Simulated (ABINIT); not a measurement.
# SiC (F-43m): making up for missing bands, part 2 of 2

Wanted: gap and time of SiC (F-43m) with truncated and completed band sums.

ABINIT 10.8.3; PBE and many-body steps on it, plane waves. Known limits of the many-body steps: short of the basis limit.

So far. Step 3 (Screening, 6×6×6 mesh, 90 bands, screening to 228.6 eV): Local fields lower ε∞ by 9 %. Step 4 (90 bands): The gap on the mesh goes from 1.36 eV to 2.08 eV, a correction of +0.72 eV.

## 6. 12 bands

This step: G0W0 on PBE, plane waves, norm-conserving pseudopotentials.

File run.abi:

```
acell 3*1.0 Angstrom
rprim 
  -0.000000000000 2.179000000000 2.179000000000
  2.179000000000 -0.000000000000 2.179000000000
  2.179000000000 2.179000000000 -0.000000000000
ntypat 2
znucl 14 6
natom 2
typat 1 2
xred 
  0.000000000000 0.000000000000 0.000000000000
  0.250000000000 0.250000000000 0.250000000000
pp_dirpath "pseudos"
pseudos "Si.upf, C.upf"
ecut 37
ngkpt 6 6 6
nshiftk 1
shiftk 0 0 0
kptopt 1
chksymbreak 0
istwfk *1
occopt 1
irdwfk 1
optdriver 4
nband 12
gwcalctyp 0
ecutsigx 37
symsigma 1
nkptgw 2
kptgw 
  0.0000000000 0.0000000000 0.0000000000
  0.5000000000 0.5000000000 0.0000000000
bdgw 
  2 8
  3 6
ecuteps 8.4
irdscr 1
ppmodel 1
indata_prefix "in"
outdata_prefix "out"
tmpdata_prefix "tmp"
```

Command:

```sh
OMP_NUM_THREADS=1 mpirun -n 6 abinit run.abi > log
```

What it wrote:

```text
.Version 10.8.3 of ABINIT. v10.8.2 released Aug 2026.

 Symmetries : space group F-4 3 m (#216); Bravais cF (face-center cubic)
[... echo of the input left out ...]
== DATASET  1 ==================================================================
-   mpi_nproc: 6, omp_nthreads: 1 (-1 if OMP is not activated)

--- !DatasetInfo
iteration_state: {dtset: 1, }
dimensions: {natom: 2, nkpt: 16, mband: 12, nsppol: 1, nspinor: 1, nspden: 1, mpw: 1524, }
cutoff_energies: {ecut:  37.0, pawecutdg:  -1.0, }
electrons: {nelect:   8.00000000E+00, charge:   0.00000000E+00, occopt:   1.00000000E+00, tsmear:   1.00000000E-02, }

 SIGMA: Calculation of the GW corrections

 Based on a program developped by R.W. Godby, V. Olevano, G. Onida, and L. Reining.
 Incorporated in ABINIT by V. Olevano, G.-M. Rignanese, and M. Torrent.
.Using double precision arithmetic ; gwpc =  8

[... cell and pseudopotentials left out ...]
--------------------------------------------------------------------------------

 ==== K-mesh for the wavefunctions ====
 Number of points in the irreducible wedge :    16
[... list of points left out ...]
 Together with 24 symmetry operations and time-reversal symmetry
 yields   216 points in the full Brillouin Zone.

 ==== Q-mesh for screening function ====
 Number of points in the irreducible wedge :    16
[... list of points left out ...]
 Together with 24 symmetry operations and time-reversal symmetry
 yields   216 points in the full Brillouin Zone.

 vcoul_init : cutoff-mode = AUXILIARY_FUNCTION
 q-points for optical limit:   1
     1)      0.000010    0.000020    0.000030
 setmesh: FFT mesh size selected  =    32x   32x   32
          total number of points  =        32768

 Number of electrons calculated from density =    8.0000; Expected =    8.0000
[...]
number of omega for Sigma on real axis              0
 max omega for Sigma on real axis  [eV]           0.00
 zcut for avoiding poles [eV]                     0.10

 EPSILON^-1 parameters (SCR file):
 dimension of the eps^-1 matrix on file            169
 dimension of the eps^-1 matrix used               169
 number of plane-waves for wavefunctions          1459
 number of bands                                    12
 number of q-points in IBZ                          16
 number of frequencies                               2
 number of real frequencies                          1
 number of imag frequencies                          1

 matrix elements of self-energy operator (all in [eV])

 Perturbative Calculation

--- !SelfEnergy_ee
iteration_state: {dtset: 1, }
kpoint     : [   0.000,    0.000,    0.000, ]
spin       : 1
KS_gap     :    6.223
QP_gap     :    7.151
Delta_QP_KS:    0.928
data: !SigmaeeData |
     Band     E0 <VxcDFT>   SigX SigC(E0)      Z dSigC/dE  Sig(E)    E-E0       E
        2   6.835 -14.930 -17.579   3.235   0.801  -0.248 -14.460   0.470   7.305
        3   6.835 -14.930 -17.579   3.235   0.801  -0.248 -14.460   0.470   7.305
        4   6.835 -14.930 -17.579   3.235   0.801  -0.248 -14.460   0.470   7.305
[...]
--- !SelfEnergy_ee
iteration_state: {dtset: 1, }
kpoint     : [   0.500,    0.500,    0.000, ]
spin       : 1
KS_gap     :    4.553
QP_gap     :    5.590
Delta_QP_KS:    1.037
data: !SigmaeeData |
     Band     E0 <VxcDFT>   SigX SigC(E0)      Z dSigC/dE  Sig(E)    E-E0       E
[...]
5   8.196 -10.505  -6.372  -2.934   0.829  -0.207  -9.511   0.994   9.190
        6  11.168 -10.770  -5.961  -3.215   0.835  -0.198  -9.440   1.330  12.498

== END DATASET(S) ==============================================================
================================================================================

 -outvars: echo values of variables after computation  --------
           etotal      0.0000000000E+00
            nband          12
             nkpt          16
          spgroup         216
 [... the other variables as echoed above ...]

 Calculation completed.
```

Elapsed: 4.3 s, on 6 MPI ranks of Arm Neoverse N1, shared host; peak memory 0.76 GiB.

Numbers from this step:

```
G0W0 gap on the mesh                         : 1.885 eV
starting gap on the mesh                     : 1.361 eV
k of the valence top                         : 0, 0, 0
k of the conduction bottom                   : 0.5, 0.5, 0
Z at the valence top                         : 0.801
Z at the conduction bottom                   : 0.829
least direct G0W0 gap on the computed points : 5.59 eV
```

Against G0W0 in ABINIT (6×6×6 mesh, 90 bands, screening to 228.6 eV, Godby-Needs plasmon pole), the gap moves by −0.192 eV.

## 7. Screening, 6×6×6 mesh, 12 bands, screening to 228.6 eV

This step: RPA screening on PBE, plane waves, norm-conserving pseudopotentials.

run.abi: that of step 6 with these lines changed.

```diff
@@ -23,17 +23,10 @@
 irdwfk 1
-optdriver 4
+optdriver 3
 nband 12
-gwcalctyp 0
-ecutsigx 37
-symsigma 1
-nkptgw 2
-kptgw 
-  0.0000000000 0.0000000000 0.0000000000
-  0.5000000000 0.5000000000 0.0000000000
-bdgw 
-  2 8
-  3 6
 ecuteps 8.4
-irdscr 1
-ppmodel 1
+inclvkb 2
+awtr 1
+symchi 1
+gwcomp 1
+gwencomp 1.5
 indata_prefix "in"
```

Command:

```sh
OMP_NUM_THREADS=1 mpirun -n 8 abinit run.abi > log
```

What it wrote:

```text
.Version 10.8.3 of ABINIT. v10.8.2 released Aug 2026.

 Symmetries : space group F-4 3 m (#216); Bravais cF (face-center cubic)
[... echo of the input left out ...]
== DATASET  1 ==================================================================
-   mpi_nproc: 8, omp_nthreads: 1 (-1 if OMP is not activated)

--- !DatasetInfo
iteration_state: {dtset: 1, }
dimensions: {natom: 2, nkpt: 16, mband: 12, nsppol: 1, nspinor: 1, nspden: 1, mpw: 1524, }
cutoff_energies: {ecut:  37.0, pawecutdg:  -1.0, }
[...]
--------------------------------------------------------------------------------
[... chi0 elements left out ...]
 For q-point:  0.000010 0.000020 0.000030
  dielectric constant =   7.1001
  dielectric constant without local fields =   7.6977

  Average fulfillment of the sum rule on Im[epsilon] for q-point    1 :    108.10  [%]
[... wings left out ...]
  q-point number  2        q = ( 0.166667, 0.000000, 0.000000) [r.l.u.]
--------------------------------------------------------------------------------
[... chi0 elements left out ...]
  Average fulfillment of the sum rule on Im[epsilon] for q-point    2 :    106.66  [%]

 [... 14 further q-points ...]
```

Elapsed: 20 s, on 8 MPI ranks; peak memory 0.78 GiB; 2.6 min of CPU time.

Read from the output:

```
ε∞ with local fields, on this mesh    : 7.100
ε∞ without local fields, on this mesh : 7.698
plasma frequency                      : 23.09 eV
plane waves in the screening matrix   : 169
```

## 8. 12 bands, completed

This step: G0W0 on PBE, plane waves, norm-conserving pseudopotentials.

run.abi: that of step 7 with these lines changed.

```diff
@@ -23,8 +23,17 @@
 irdwfk 1
-optdriver 3
+optdriver 4
 nband 12
+gwcalctyp 0
+ecutsigx 37
+symsigma 1
+nkptgw 2
+kptgw 
+  0.0000000000 0.0000000000 0.0000000000
+  0.5000000000 0.5000000000 0.0000000000
+bdgw 
+  2 8
+  3 6
 ecuteps 8.4
-inclvkb 2
-awtr 1
-symchi 1
+irdscr 1
+ppmodel 1
 gwcomp 1
```

Command:

```sh
OMP_NUM_THREADS=1 mpirun -n 6 abinit run.abi > log
```

What it wrote:

```text
.Version 10.8.3 of ABINIT. v10.8.2 released Aug 2026.

 Symmetries : space group F-4 3 m (#216); Bravais cF (face-center cubic)
[... echo of the input left out ...]
== DATASET  1 ==================================================================
-   mpi_nproc: 6, omp_nthreads: 1 (-1 if OMP is not activated)

--- !DatasetInfo
iteration_state: {dtset: 1, }
dimensions: {natom: 2, nkpt: 16, mband: 12, nsppol: 1, nspinor: 1, nspden: 1, mpw: 1524, }
cutoff_energies: {ecut:  37.0, pawecutdg:  -1.0, }
[...]
Band     E0 <VxcDFT>   SigX SigC(E0)      Z dSigC/dE  Sig(E)    E-E0       E
[...]
5   8.196 -10.505  -6.372  -3.932   0.829  -0.206 -10.338   0.167   8.363
        6  11.168 -10.770  -5.961  -4.359   0.835  -0.198 -10.395   0.375  11.543

== END DATASET(S) ==============================================================
================================================================================

 -outvars: echo values of variables after computation  --------
           etotal      0.0000000000E+00
            nband          12
             nkpt          16
          spgroup         216
 [... the other variables as echoed above ...]

 Calculation completed.
```

Wall time 4.7 s (6 MPI ranks); peak memory 0.77 GiB.

Read from the output:

```yaml
g0w0_gap_on_the_mesh: 2.303 eV
starting_gap_on_the_mesh: 1.361 eV
k_of_the_valence_top: 0, 0, 0
k_of_the_conduction_bottom: 0.5, 0.5, 0
least_direct_g0w0_gap_on_the_computed_points: 5.746 eV
```

Against G0W0 in ABINIT (6×6×6 mesh, 90 bands, screening to 228.6 eV, Godby-Needs plasmon pole), the gap moves by +0.226 eV.

## 9. Screening, 6×6×6 mesh, 34 bands, screening to 228.6 eV

This step: RPA screening on PBE, plane waves, norm-conserving pseudopotentials.

run.abi: that of step 8 with these lines changed.

```diff
@@ -23,19 +23,8 @@
 irdwfk 1
-optdriver 4
-nband 12
-gwcalctyp 0
-ecutsigx 37
-symsigma 1
-nkptgw 2
-kptgw 
-  0.0000000000 0.0000000000 0.0000000000
-  0.5000000000 0.5000000000 0.0000000000
-bdgw 
-  2 8
-  3 6
+optdriver 3
+nband 34
 ecuteps 8.4
-irdscr 1
-ppmodel 1
-gwcomp 1
-gwencomp 1.5
+inclvkb 2
+awtr 1
+symchi 1
 indata_prefix "in"
```

Command:

```sh
OMP_NUM_THREADS=1 mpirun -n 8 abinit run.abi > log
```

What it wrote:

```text
.Version 10.8.3 of ABINIT. v10.8.2 released Aug 2026.

 Symmetries : space group F-4 3 m (#216); Bravais cF (face-center cubic)
[... echo of the input left out ...]
== DATASET  1 ==================================================================
-   mpi_nproc: 8, omp_nthreads: 1 (-1 if OMP is not activated)

--- !DatasetInfo
iteration_state: {dtset: 1, }
dimensions: {natom: 2, nkpt: 16, mband: 34, nsppol: 1, nspinor: 1, nspden: 1, mpw: 1524, }
cutoff_energies: {ecut:  37.0, pawecutdg:  -1.0, }
[...]
--------------------------------------------------------------------------------
[... chi0 elements left out ...]
 For q-point:  0.000010 0.000020 0.000030
  dielectric constant =   7.0709
  dielectric constant without local fields =   7.7406

  Average fulfillment of the sum rule on Im[epsilon] for q-point    1 :     67.20  [%]
[... wings left out ...]
  q-point number  2        q = ( 0.166667, 0.000000, 0.000000) [r.l.u.]
--------------------------------------------------------------------------------
[... chi0 elements left out ...]
  Average fulfillment of the sum rule on Im[epsilon] for q-point    2 :     88.41  [%]

 [... 14 further q-points ...]
```

The job ended after 20 s (8 MPI ranks; peak memory 0.82 GiB; 2.7 min of CPU time).

This step gave:

```yaml
eps_infinity_with_local_fields_on_this_mesh: 7.071
eps_infinity_without_local_fields_on_this_mesh: 7.741
plasma_frequency: 23.09 eV
plane_waves_in_the_screening_matrix: 169
```

## 10. 34 bands

This step: G0W0 on PBE, plane waves, norm-conserving pseudopotentials.

run.abi: that of step 9 with these lines changed.

```diff
@@ -23,8 +23,17 @@
 irdwfk 1
-optdriver 3
+optdriver 4
 nband 34
+gwcalctyp 0
+ecutsigx 37
+symsigma 1
+nkptgw 2
+kptgw 
+  0.0000000000 0.0000000000 0.0000000000
+  0.5000000000 0.5000000000 0.0000000000
+bdgw 
+  2 8
+  3 6
 ecuteps 8.4
-inclvkb 2
-awtr 1
-symchi 1
+irdscr 1
+ppmodel 1
 indata_prefix "in"
```

What it wrote:

```text
.Version 10.8.3 of ABINIT. v10.8.2 released Aug 2026.

 Symmetries : space group F-4 3 m (#216); Bravais cF (face-center cubic)
[... echo of the input left out ...]
== DATASET  1 ==================================================================
-   mpi_nproc: 8, omp_nthreads: 1 (-1 if OMP is not activated)

--- !DatasetInfo
iteration_state: {dtset: 1, }
dimensions: {natom: 2, nkpt: 16, mband: 34, nsppol: 1, nspinor: 1, nspden: 1, mpw: 1524, }
cutoff_energies: {ecut:  37.0, pawecutdg:  -1.0, }
[...]
Band     E0 <VxcDFT>   SigX SigC(E0)      Z dSigC/dE  Sig(E)    E-E0       E
[...]
5   8.196 -10.505  -6.372  -3.680   0.821  -0.217 -10.133   0.372   8.568
        6  11.168 -10.770  -5.961  -4.115   0.824  -0.214 -10.198   0.571  11.740

== END DATASET(S) ==============================================================
================================================================================

 -outvars: echo values of variables after computation  --------
           etotal      0.0000000000E+00
            nband          34
             nkpt          16
          spgroup         216
 [... the other variables as echoed above ...]

 Calculation completed.
```

It took 6.2 s on 8 MPI ranks; peak memory 1 GiB.

Numbers from this step:

- G0W0 gap on the mesh: 1.947 eV
- starting gap on the mesh: 1.361 eV
- k of the valence top: 0, 0, 0
- k of the conduction bottom: 0.5, 0.5, 0
- least direct G0W0 gap on the computed points: 5.524 eV

Against G0W0 in ABINIT (6×6×6 mesh, 90 bands, screening to 228.6 eV, Godby-Needs plasmon pole), the gap moves by −0.130 eV.

## 11. Screening, 6×6×6 mesh, 34 bands, screening to 228.6 eV

This step: RPA screening on PBE, plane waves, norm-conserving pseudopotentials.

run.abi: that of step 10 with these lines changed.

```diff
@@ -23,17 +23,10 @@
 irdwfk 1
-optdriver 4
+optdriver 3
 nband 34
-gwcalctyp 0
-ecutsigx 37
-symsigma 1
-nkptgw 2
-kptgw 
-  0.0000000000 0.0000000000 0.0000000000
-  0.5000000000 0.5000000000 0.0000000000
-bdgw 
-  2 8
-  3 6
 ecuteps 8.4
-irdscr 1
-ppmodel 1
+inclvkb 2
+awtr 1
+symchi 1
+gwcomp 1
+gwencomp 3
 indata_prefix "in"
```

What it wrote:

```text
.Version 10.8.3 of ABINIT. v10.8.2 released Aug 2026.

 Symmetries : space group F-4 3 m (#216); Bravais cF (face-center cubic)
[... echo of the input left out ...]
== DATASET  1 ==================================================================
-   mpi_nproc: 8, omp_nthreads: 1 (-1 if OMP is not activated)

--- !DatasetInfo
iteration_state: {dtset: 1, }
dimensions: {natom: 2, nkpt: 16, mband: 34, nsppol: 1, nspinor: 1, nspden: 1, mpw: 1524, }
cutoff_energies: {ecut:  37.0, pawecutdg:  -1.0, }
[...]
--------------------------------------------------------------------------------
[... chi0 elements left out ...]
 For q-point:  0.000010 0.000020 0.000030
  dielectric constant =   7.0787
  dielectric constant without local fields =   7.7406

  Average fulfillment of the sum rule on Im[epsilon] for q-point    1 :    113.64  [%]
[... wings left out ...]
  q-point number  2        q = ( 0.166667, 0.000000, 0.000000) [r.l.u.]
--------------------------------------------------------------------------------
[... chi0 elements left out ...]
  Average fulfillment of the sum rule on Im[epsilon] for q-point    2 :    102.96  [%]

 [... 14 further q-points ...]
```

Elapsed: 41 s, on 8 MPI ranks; peak memory 0.87 GiB.

Numbers from this step:

| Item | Value |
| --- | --- |
| ε∞ with local fields, on this mesh | 7.079 |
| ε∞ without local fields, on this mesh | 7.741 |
| plasma frequency | 23.09 eV |
| plane waves in the screening matrix | 169 |

## 12. 34 bands, completed

This step: G0W0 on PBE, plane waves, norm-conserving pseudopotentials.

run.abi: that of step 11 with these lines changed.

```diff
@@ -23,8 +23,17 @@
 irdwfk 1
-optdriver 3
+optdriver 4
 nband 34
+gwcalctyp 0
+ecutsigx 37
+symsigma 1
+nkptgw 2
+kptgw 
+  0.0000000000 0.0000000000 0.0000000000
+  0.5000000000 0.5000000000 0.0000000000
+bdgw 
+  2 8
+  3 6
 ecuteps 8.4
-inclvkb 2
-awtr 1
-symchi 1
+irdscr 1
+ppmodel 1
 gwcomp 1
```

What it wrote:

```text
.Version 10.8.3 of ABINIT. v10.8.2 released Aug 2026.

 Symmetries : space group F-4 3 m (#216); Bravais cF (face-center cubic)
[... echo of the input left out ...]
== DATASET  1 ==================================================================
-   mpi_nproc: 8, omp_nthreads: 1 (-1 if OMP is not activated)

--- !DatasetInfo
iteration_state: {dtset: 1, }
dimensions: {natom: 2, nkpt: 16, mband: 34, nsppol: 1, nspinor: 1, nspden: 1, mpw: 1524, }
cutoff_energies: {ecut:  37.0, pawecutdg:  -1.0, }
[...]
Band     E0 <VxcDFT>   SigX SigC(E0)      Z dSigC/dE  Sig(E)    E-E0       E
[...]
5   8.196 -10.505  -6.372  -3.936   0.821  -0.218 -10.343   0.162   8.358
        6  11.168 -10.770  -5.961  -4.401   0.824  -0.214 -10.434   0.336  11.504

== END DATASET(S) ==============================================================
================================================================================

 -outvars: echo values of variables after computation  --------
           etotal      0.0000000000E+00
            nband          34
             nkpt          16
          spgroup         216
 [... the other variables as echoed above ...]

 Calculation completed.
```

It took 6.5 s on 8 MPI ranks; peak memory 1 GiB.

This step gave:

```
G0W0 gap on the mesh                         : 2.115 eV
starting gap on the mesh                     : 1.361 eV
k of the valence top                         : 0, 0, 0
k of the conduction bottom                   : 0.5, 0.5, 0
least direct G0W0 gap on the computed points : 5.604 eV
```

Against G0W0 in ABINIT (6×6×6 mesh, 90 bands, screening to 228.6 eV, Godby-Needs plasmon pole), the gap moves by +0.038 eV.

## 13. The runs together

Times are wall times on the hardware named with each run, good to a factor of about two. A run's time includes the screening step that it read.

```
                run   mesh  bands  screening cutoff (eV)  DFT gap (eV)  gap on the mesh (eV)  direct (eV)  ε∞ used  time
           90 bands  6×6×6     90                  228.6         1.361                 2.077        5.582     7.08  64 s
           12 bands  6×6×6     12                  228.6         1.361                 1.885        5.590     7.04  11 s
12 bands, completed  6×6×6     12                  228.6         1.361                 2.303        5.746     7.10  24 s
           34 bands  6×6×6     34                  228.6         1.361                 1.947        5.524     7.07  27 s
34 bands, completed  6×6×6     34                  228.6         1.361                 2.115        5.604     7.08  47 s
```

## 14. Outcome

```json
{
  "90 bands": "2.077 eV",
  "12 bands": "1.885 eV",
  "12 bands, completed": "2.303 eV",
  "34 bands": "1.947 eV",
  "34 bands, completed": "2.115 eV"
}
```

In words: 12 bands: −0.192 eV against 90 bands. 12 bands, completed: +0.226 eV against 90 bands. 34 bands: −0.130 eV against 90 bands. 34 bands, completed: +0.038 eV against 90 bands. The row with most bands is itself short of the limit, so it is no exact reference, and agreement of a truncated run with it can be a cancellation between the edges.

[Long decimals in the printed logs are rounded to 6 places.]

[Logs are printed without paths, hosts, clocks, repeated set-up lines and the standing remarks that a program may print on its own settings, such as how far it seeks lower states.]

[Paths, hosts, dates, memory and timing lines, banners, echoed tables and standing remarks are left out of the program output; an Ansatz launch command may be rebuilt from the run's recorded settings. Measured values are a selection of at most five: reports struck by readers or far from the other reports are left out. None is set beside runs whose start may be inverted or whose files or cutoffs have a known fault.]

[Runs of the session that timed out or met a known fault of the program may be left out.]

[Hosts, paths, dates, database ids (printed as entryN), source tags and the programs' standing remarks are cut or masked in the printed files.]

[G0W0 gaps are taken among the corrected bands and points alone; a level outside them can change the order at an edge.]

[Where Ansatz stands beside ABINIT at settings called matched, ABINIT's density can come from a denser mesh and the files from another edition; pairs whose starting gaps differed by over 0.03 eV were left out, so agreement reads better than it is.]
